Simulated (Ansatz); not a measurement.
Planning a GW calculation on SiC (P6_3mc).

```
Si C
1.0
     3.07900    0.00000    0.00000
    -1.53950    2.66649    0.00000
     0.00000    0.00000   20.14600
Si C
8 8
Direct
  0.33333 0.66667 0.25000
  0.66667 0.33333 0.75000
  0.33333 0.66667 0.62500
  0.66667 0.33333 0.12500
  0.00000 0.00000 0.00000
  0.00000 0.00000 0.50000
  0.33333 0.66667 0.87500
  0.66667 0.33333 0.37500
  0.33333 0.66667 0.96900
  0.66667 0.33333 0.46900
  0.00000 0.00000 0.09400
  0.00000 0.00000 0.59400
  0.33333 0.66667 0.34400
  0.66667 0.33333 0.84400
  0.33333 0.66667 0.71900
  0.66667 0.33333 0.21900
```

The cell and positions come from the Crystallography Open Database and are kept as given unless a step says otherwise. PAW set soft_2, made with PBE.

Runs so far (Ansatz 0.2.0, start r2SCAN, default PAW files, 6×6×2 mesh). Times are wall times on 1 × NVIDIA H100 80GB HBM3 (shared by 6 runs) with 3 threads of AMD EPYC 7R13 (Zen 3), shared host, good to a factor of about two.

| bands summed | cutoff (eV) | gap on the mesh (eV) | time |
| --- | --- | --- | --- |
| 181 | 54 | 2.409 | 39 s |
| 453 | 108 | 2.668 | 57 s |

**Question.** What should the next rung give, with 939 bands and screening to 180 eV, and where is the limit?

The error falls about as one over the bands when the cutoff rises with them. A line through the two highest rungs given predicts 2.757 eV; the run gave 2.814 eV, a miss of 0.057 eV, so the law fails here: the steps don't follow it yet. The two highest rungs put the limit near 2.950 eV, the pair below near 2.840 eV; neither can be trusted until a further rung is run.

Gaps are over the mesh's points; an edge off the mesh would be missed. Limits: not at the basis limit.

[Paths, hosts, dates, memory and timing lines, banners, echoed tables and standing remarks are left out of the program output.]

[Logs are printed without paths, hosts, clocks, repeated set-up lines and the standing remarks that a program may print on its own settings, such as how far it seeks lower states.]

[Runs of the session that timed out or met a known fault of the program may be left out.]

[Cells called generated may have been cut or substituted from an entry of the Crystallography Open Database or the Materials Project.]

[Hosts, paths, dates, database ids (printed as entryN), source tags and the programs' standing remarks are cut or masked in the printed files.]
